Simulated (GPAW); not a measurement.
# Gap slopes of MgS (F-43m) from G0W0 (uniaxial strain)

Does LDA give the same change of gap under uniaxial strain as G0W0? The case is MgS (F-43m).

Calculated with GPAW 26.7.0; LDA and many-body steps on it, plane waves.

Report form: the programs' logs are mostly left out.

## 1. The structure

It takes space group F-43m (No. 216, cubic). Conventional cell: a = 5.666 Å, b = 5.666 Å, c = 5.666 Å, α = 90.00°, β = 90.00°, γ = 90.00°. Nearest to Mg lie 4 S at 2.45 Å. Nearest to S lie 4 Mg at 2.45 Å. Farther neighbours and most contacts between anions are not listed.

The cell is the Materials Project's (PBE, PBE+U or r2SCAN) relaxed one; fractional positions held. This is not the form that MgS usually takes at ambient conditions.

## 2. Ground state

This step: GPAW 26.7.0; DFT, LDA, plane waves, PAW.

The ground-state density comes first.

Contents of run.py:

```python
import json
import numpy as np
from gpaw.mpi import world
from ase import Atoms
from gpaw import GPAW, PW, FermiDirac

atoms = Atoms(['Mg', 'S'],
    cell=[[0.0000000000, 2.8331200468, 2.8331200468],
      [2.8331200468, 0.0000000000, 2.8331200468],
      [2.8331200468, 2.8331200468, 0.0000000000]],
    scaled_positions=[[0.0000000000, 0.0000000000, 0.0000000000],
      [0.7500000000, 0.7500000000, 0.7500000000]],
    pbc=(True, True, True))
calc = GPAW(mode=PW(450),
    xc='LDA',
    kpts={'size': (8, 8, 8), 'gamma': True},
    occupations=FermiDirac(0.001),
    nbands=-7,
    convergence={'density': 1e-6, 'bands': -3},
    maxiter=100,
    txt='gs.txt')
atoms.calc = calc
res = {'energy': atoms.get_potential_energy()}
kpts = calc.get_ibz_k_points()
res['kpts'] = kpts
res['eigenvalues'] = [calc.get_eigenvalues(kpt=k) for k in range(len(kpts))]
res['n_electrons'] = calc.get_number_of_electrons()
calc.write('gs.gpw')

if world.rank == 0:
    with open('result.json', 'w') as f:
        json.dump(res, f, default=lambda x: x.tolist())
```

Command:

```
$ mpirun -n 4 gpaw python run.py
```

It took 4.3 s on 4 MPI ranks of Intel Xeon Platinum 8559C (Emerald Rapids), shared host; peak memory 0.62 GiB.

This step gave:

```
total energy               : -9.410 eV
gap                        : 3.176 eV
k of the valence top       : 0, 0, 0
k of the conduction bottom : 0, 0, 0
least direct gap           : 3.176 eV
```

The gap is direct, at Γ.

## 3. Empty states on the mesh, 4×4×4 mesh, 219 bands

The sums over transitions need many empty states on a uniform mesh; this step solves for them.

Contents of run.py:

```python
import json
import numpy as np
from gpaw.mpi import world
from gpaw import GPAW

calc = GPAW('gs.gpw').fixed_density(kpts={'size': (4, 4, 4), 'gamma': True},
    parallel={'domain': 1, 'band': 1},
    txt='nscf.txt')
calc.diagonalize_full_hamiltonian(nbands=219)
calc.write('full.gpw', mode='all')
res = {}
kpts = calc.get_ibz_k_points()
res['kpts'] = kpts
res['eigenvalues'] = [calc.get_eigenvalues(kpt=k) for k in range(len(kpts))]
res['n_electrons'] = calc.get_number_of_electrons()

if world.rank == 0:
    with open('result.json', 'w') as f:
        json.dump(res, f, default=lambda x: x.tolist())
```

Command:

```
$ mpirun -n 4 gpaw python run.py
```

Elapsed: 4.9 s, on 4 MPI ranks; peak memory 0.85 GiB; 19 s of CPU time.

This step gave:

```yaml
gap: 3.176 eV
k_of_the_valence_top: 0, 0, 0
k_of_the_conduction_bottom: 0, 0, 0
least_direct_gap: 3.176 eV
k_points_computed: 8
lowest_point_of_the_top_converged_band_above_the_valence_top: 153.8247 eV
```

On this mesh the gap is 3.176 eV.

## 4. G0W0, strain +0 %

Now the one-shot GW correction: screening in the RPA, then the self-energy of the levels asked for.

This step: G0W0 on LDA, plane waves, PAW.

Contents of run.py:

```python
import json
import numpy as np
from gpaw.mpi import world
from gpaw.response.g0w0 import G0W0

gw = G0W0('full.gpw',
    filename='gw',
    kpts=[0],
    bands=(6, 10),
    ecut=np.float64(160.0),
    integrate_gamma='WS',
    ppa=True,
    ecut_extrapolation=True)
gw.calculate()
res = {mode: {k: v for k, v in r.items() if k != 'sigma_eskwn'}
       for mode, r in gw.all_results.items()}

if world.rank == 0:
    with open('result.json', 'w') as f:
        json.dump(res, f, default=lambda x: x.tolist())
```

Command:

```
$ mpirun -n 4 gpaw python run.py
```

Run time: 60 s. Hardware: 4 MPI ranks; peak memory 1.2 GiB; 4 min of CPU time.

Numbers from this step:

- quasiparticle gap on the points computed: 5.006 eV
- least direct quasiparticle gap on the computed points: 5.006 eV
- Z at the valence top: 0.7803
- Z at the conduction bottom: 0.8189
- starting gap on the mesh: 3.176 eV
- k of the valence top: 0, 0, 0
- k of the conduction bottom: 0, 0, 0
- gaps at the cutoffs of the extrapolation: 4.912, 4.921, 4.931 eV

The gap on the mesh goes from 3.18 eV to 5.01 eV, a correction of +1.83 eV.

## 5. One-shot HSE06, strain +0 %

This step: one-shot HSE06 levels on LDA orbitals, plane waves, PAW.

Contents of run.py:

```python
import json
import numpy as np
from gpaw.mpi import world
from gpaw.hybrids.eigenvalues import non_self_consistent_eigenvalues

dft, vxc, vxc_hyb = non_self_consistent_eigenvalues('full.gpw', 'HSE06', 6, 10, kpt_indices=[0])
res = {'dft': dft[0], 'hybrid': (dft - vxc + vxc_hyb)[0]}
if world.rank == 0:
    with open('hybrid.txt', 'w') as f:
        for k, e0, e1 in zip([0], res['dft'], res['hybrid']):
            print(k, ' '.join(f'{x:9.4f}' for x in e0), '|', ' '.join(f'{x:9.4f}' for x in e1), file=f)

if world.rank == 0:
    with open('result.json', 'w') as f:
        json.dump(res, f, default=lambda x: x.tolist())
```

Command:

```
$ mpirun -n 4 gpaw python run.py
```

Run time: 3.4 s. Hardware: 4 MPI ranks; peak memory 0.52 GiB.

This step gave:

| Quantity | Value |
| --- | --- |
| starting gap on the mesh | 3.176 eV |
| hybrid gap on the mesh | 4.480 eV |
| least direct hybrid gap on the computed points | 4.480 eV |

## 6. G0W0, strain -1 %

This step: G0W0 on LDA, plane waves, PAW.

The cell differs from the one that the last finished run ended in (a 4.007 → 3.987 Å, b 4.007 → 3.987 Å, γ 60.0 → 60.3°).

Contents of run.py:

```python
import json
import numpy as np
from gpaw.mpi import world
from gpaw.response.g0w0 import G0W0

gw = G0W0('full.gpw',
    filename='gw',
    kpts=[0],
    bands=(6, 10),
    ecut=np.float64(161.076),
    integrate_gamma='WS',
    ppa=True,
    ecut_extrapolation=True)
gw.calculate()
res = {mode: {k: v for k, v in r.items() if k != 'sigma_eskwn'}
       for mode, r in gw.all_results.items()}

if world.rank == 0:
    with open('result.json', 'w') as f:
        json.dump(res, f, default=lambda x: x.tolist())
```

Command:

```
$ mpirun -n 4 gpaw python run.py
```

Elapsed: 69 s, on 4 MPI ranks; peak memory 1.2 GiB.

This step gave:

| Quantity | Value |
| --- | --- |
| quasiparticle gap on the points computed | 5.044 eV |
| least direct quasiparticle gap on the computed points | 5.044 eV |
| starting gap on the mesh | 3.208 eV |
| k of the valence top | 0, 0, 0 |
| k of the conduction bottom | 0, 0, 0 |
| gaps at the cutoffs of the extrapolation | 4.949, 4.959, 4.968 eV |

The gap on the mesh goes from 3.21 eV to 5.04 eV, a correction of +1.84 eV.

Ground state, empty states and screening of this cell were made anew, as for the first cell; those steps are not shown. Ions: fractional positions held.

## 7. One-shot HSE06, strain -1 %

This step: one-shot HSE06 levels on LDA orbitals, plane waves, PAW.

Contents of run.py:

```python
import json
import numpy as np
from gpaw.mpi import world
from gpaw.hybrids.eigenvalues import non_self_consistent_eigenvalues

dft, vxc, vxc_hyb = non_self_consistent_eigenvalues('full.gpw', 'HSE06', 6, 10, kpt_indices=[0])
res = {'dft': dft[0], 'hybrid': (dft - vxc + vxc_hyb)[0]}
if world.rank == 0:
    with open('hybrid.txt', 'w') as f:
        for k, e0, e1 in zip([0], res['dft'], res['hybrid']):
            print(k, ' '.join(f'{x:9.4f}' for x in e0), '|', ' '.join(f'{x:9.4f}' for x in e1), file=f)

if world.rank == 0:
    with open('result.json', 'w') as f:
        json.dump(res, f, default=lambda x: x.tolist())
```

Command:

```
$ mpirun -n 4 gpaw python run.py
```

Elapsed: 3.6 s, on 4 MPI ranks; peak memory 0.51 GiB.

This step gave:

| Quantity | Value |
| --- | --- |
| starting gap on the mesh | 3.208 eV |
| hybrid gap on the mesh | 4.516 eV |
| least direct hybrid gap on the computed points | 4.516 eV |

## 8. G0W0, strain +1 %

This step: G0W0 on LDA, plane waves, PAW.

The cell differs from the one that the last finished run ended in (a 3.987 → 4.027 Å, b 3.987 → 4.027 Å, α 59.8 → 60.2°, β 59.8 → 60.2°, γ 60.3 → 59.7°).

Contents of run.py:

```python
import json
import numpy as np
from gpaw.mpi import world
from gpaw.response.g0w0 import G0W0

gw = G0W0('full.gpw',
    filename='gw',
    kpts=[0],
    bands=(6, 10),
    ecut=np.float64(158.942),
    integrate_gamma='WS',
    ppa=True,
    ecut_extrapolation=True)
gw.calculate()
res = {mode: {k: v for k, v in r.items() if k != 'sigma_eskwn'}
       for mode, r in gw.all_results.items()}

if world.rank == 0:
    with open('result.json', 'w') as f:
        json.dump(res, f, default=lambda x: x.tolist())
```

Command:

```
$ mpirun -n 4 gpaw python run.py
```

The job ended after 70 s (4 MPI ranks; peak memory 1.2 GiB; 4.7 min of CPU time).

This step gave:

```
quasiparticle gap on the points computed              : 4.943 eV
least direct quasiparticle gap on the computed points : 4.943 eV
starting gap on the mesh                              : 3.118 eV
k of the valence top                                  : 0, 0, 0
k of the conduction bottom                            : 0, 0, 0
gaps at the cutoffs of the extrapolation              : 4.847, 4.857, 4.867 eV
```

The gap on the mesh goes from 3.12 eV to 4.94 eV, a correction of +1.83 eV.

Again on this cell's own states.

## 9. One-shot HSE06, strain +1 %

This step: one-shot HSE06 levels on LDA orbitals, plane waves, PAW.

Contents of run.py:

```python
import json
import numpy as np
from gpaw.mpi import world
from gpaw.hybrids.eigenvalues import non_self_consistent_eigenvalues

dft, vxc, vxc_hyb = non_self_consistent_eigenvalues('full.gpw', 'HSE06', 6, 10, kpt_indices=[0])
res = {'dft': dft[0], 'hybrid': (dft - vxc + vxc_hyb)[0]}
if world.rank == 0:
    with open('hybrid.txt', 'w') as f:
        for k, e0, e1 in zip([0], res['dft'], res['hybrid']):
            print(k, ' '.join(f'{x:9.4f}' for x in e0), '|', ' '.join(f'{x:9.4f}' for x in e1), file=f)

if world.rank == 0:
    with open('result.json', 'w') as f:
        json.dump(res, f, default=lambda x: x.tolist())
```

Command:

```
$ mpirun -n 4 gpaw python run.py
```

It took 3.8 s on 4 MPI ranks; peak memory 0.47 GiB.

This step gave:

| Item | Value |
| --- | --- |
| starting gap on the mesh | 3.118 eV |
| hybrid gap on the mesh | 4.418 eV |
| least direct hybrid gap on the computed points | 4.418 eV |

## 10. G0W0, strain -2 %

This step: G0W0 on LDA, plane waves, PAW.

The cell differs from the one that the last finished run ended in (a 4.027 → 3.967 Å, b 4.027 → 3.967 Å, α 60.2 → 59.7°, β 60.2 → 59.7°, γ 59.7 → 60.7°).

Contents of run.py:

```python
import json
import numpy as np
from gpaw.mpi import world
from gpaw.response.g0w0 import G0W0

gw = G0W0('full.gpw',
    filename='gw',
    kpts=[0],
    bands=(6, 10),
    ecut=np.float64(162.17),
    integrate_gamma='WS',
    ppa=True,
    ecut_extrapolation=True)
gw.calculate()
res = {mode: {k: v for k, v in r.items() if k != 'sigma_eskwn'}
       for mode, r in gw.all_results.items()}

if world.rank == 0:
    with open('result.json', 'w') as f:
        json.dump(res, f, default=lambda x: x.tolist())
```

Command:

```
$ mpirun -n 4 gpaw python run.py
```

Run time: 72 s. Hardware: 4 MPI ranks; peak memory 1.2 GiB.

This step gave:

- quasiparticle gap on the points computed: 5.079 eV
- least direct quasiparticle gap on the computed points: 5.079 eV
- starting gap on the mesh: 3.240 eV
- k of the valence top: 0, 0, 0
- k of the conduction bottom: 0, 0, 0
- gaps at the cutoffs of the extrapolation: 4.987, 4.996, 5.005 eV

The gap on the mesh goes from 3.24 eV to 5.08 eV, a correction of +1.84 eV.

Again on this cell's own states.

## 11. One-shot HSE06, strain -2 %

This step: one-shot HSE06 levels on LDA orbitals, plane waves, PAW.

Contents of run.py:

```python
import json
import numpy as np
from gpaw.mpi import world
from gpaw.hybrids.eigenvalues import non_self_consistent_eigenvalues

dft, vxc, vxc_hyb = non_self_consistent_eigenvalues('full.gpw', 'HSE06', 6, 10, kpt_indices=[0])
res = {'dft': dft[0], 'hybrid': (dft - vxc + vxc_hyb)[0]}
if world.rank == 0:
    with open('hybrid.txt', 'w') as f:
        for k, e0, e1 in zip([0], res['dft'], res['hybrid']):
            print(k, ' '.join(f'{x:9.4f}' for x in e0), '|', ' '.join(f'{x:9.4f}' for x in e1), file=f)

if world.rank == 0:
    with open('result.json', 'w') as f:
        json.dump(res, f, default=lambda x: x.tolist())
```

Command:

```
$ mpirun -n 4 gpaw python run.py
```

It took 3.7 s on 4 MPI ranks; peak memory 0.49 GiB.

This step gave:

```yaml
starting_gap_on_the_mesh: 3.240 eV
hybrid_gap_on_the_mesh: 4.553 eV
least_direct_hybrid_gap_on_the_computed_points: 4.553 eV
```

## 12. G0W0, strain +2 %

This step: G0W0 on LDA, plane waves, PAW.

The cell differs from the one that the last finished run ended in (a 3.967 → 4.047 Å, b 3.967 → 4.047 Å, α 59.7 → 60.3°, β 59.7 → 60.3°, γ 60.7 → 59.3°).

Contents of run.py:

```python
import json
import numpy as np
from gpaw.mpi import world
from gpaw.response.g0w0 import G0W0

gw = G0W0('full.gpw',
    filename='gw',
    kpts=[0],
    bands=(6, 10),
    ecut=np.float64(157.902),
    integrate_gamma='WS',
    ppa=True,
    ecut_extrapolation=True)
gw.calculate()
res = {mode: {k: v for k, v in r.items() if k != 'sigma_eskwn'}
       for mode, r in gw.all_results.items()}

if world.rank == 0:
    with open('result.json', 'w') as f:
        json.dump(res, f, default=lambda x: x.tolist())
```

Command:

```
$ mpirun -n 4 gpaw python run.py
```

Elapsed: 70 s, on 4 MPI ranks; peak memory 1.2 GiB.

Numbers from this step:

```
quasiparticle gap on the points computed              : 4.881 eV
least direct quasiparticle gap on the computed points : 4.881 eV
starting gap on the mesh                              : 3.060 eV
k of the valence top                                  : 0, 0, 0
k of the conduction bottom                            : 0, 0, 0
gaps at the cutoffs of the extrapolation              : 4.782, 4.792, 4.802 eV
```

The gap on the mesh goes from 3.06 eV to 4.88 eV, a correction of +1.82 eV.

Again on this cell's own states.

## 13. One-shot HSE06, strain +2 %

This step: one-shot HSE06 levels on LDA orbitals, plane waves, PAW.

Contents of run.py:

```python
import json
import numpy as np
from gpaw.mpi import world
from gpaw.hybrids.eigenvalues import non_self_consistent_eigenvalues

dft, vxc, vxc_hyb = non_self_consistent_eigenvalues('full.gpw', 'HSE06', 6, 10, kpt_indices=[0])
res = {'dft': dft[0], 'hybrid': (dft - vxc + vxc_hyb)[0]}
if world.rank == 0:
    with open('hybrid.txt', 'w') as f:
        for k, e0, e1 in zip([0], res['dft'], res['hybrid']):
            print(k, ' '.join(f'{x:9.4f}' for x in e0), '|', ' '.join(f'{x:9.4f}' for x in e1), file=f)

if world.rank == 0:
    with open('result.json', 'w') as f:
        json.dump(res, f, default=lambda x: x.tolist())
```

Command:

```
$ mpirun -n 4 gpaw python run.py
```

Elapsed: 3.4 s, on 4 MPI ranks; peak memory 0.6 GiB; 12 s of CPU time.

Numbers from this step:

```
starting gap on the mesh                       : 3.060 eV
hybrid gap on the mesh                         : 4.355 eV
least direct hybrid gap on the computed points : 4.355 eV
```

## 14. The series

One mesh (4×4×4), Godby-Needs plasmon pole, bands tied to the cutoff, extrapolated in the cutoff; uniaxial strain per length. Ions: fractional positions held. Fractional positions are the same in all cells.

| strain (%) | LDA gap (eV) | HSE06 gap (eV) | G0W0 gap (eV) | least direct G0W0 gap (eV) | G0W0 edges |
| --- | --- | --- | --- | --- | --- |
| -2 | 3.240 | 4.553 | 5.079 | 5.079 | Γ to Γ |
| -1 | 3.208 | 4.516 | 5.044 | 5.044 | Γ to Γ |
| +0 | 3.176 | 4.480 | 5.006 | 5.006 | Γ to Γ |
| +1 | 3.118 | 4.418 | 4.943 | 4.943 | Γ to Γ |
| +2 | 3.060 | 4.355 | 4.881 | 4.881 | Γ to Γ |

## 15. What came out

| Item | Value |
| --- | --- |
| slope under compression | −32 (LDA), −36 (HSE06) and −37 (G0W0) meV per % |
| slope under tension | −58 (LDA), −62 (HSE06) and −62 (G0W0) meV per % |
| GW settings, unstrained cell | 4×4×4 mesh, screening to 160 eV |
| known limits | extrapolated from modest cutoffs; coarse k mesh |

In words: On the side of compression the slopes of gap against strain are −32 (LDA), −36 (HSE06) and −37 (G0W0) meV per %. On the side of tension the slopes of gap against strain are −58 (LDA), −62 (HSE06) and −62 (G0W0) meV per %. Gaps are read on the mesh, so a valley between its points is missed. These stock PAW sets were not made for GW. In the G0W0, extrapolated in the cutoff run levels were corrected at 1 k point alone, so a gap called «on the mesh» is the least over those, and an edge elsewhere would be missed. The 4×4×4 mesh is coarse for this cell, which bears on the long-range parts of exchange and screening.

[Paths, hosts, dates, memory and timing lines, banners, echoed tables and standing remarks are left out of the program output.]

[Logs are printed without paths, hosts, clocks, repeated set-up lines and the standing remarks that a program may print on its own settings, such as how far it seeks lower states.]

[Runs of the session that timed out or met a known fault of the program may be left out.]

[Hosts, paths, dates, database ids (printed as entryN), source tags and the programs' standing remarks are cut or masked in the printed files.]
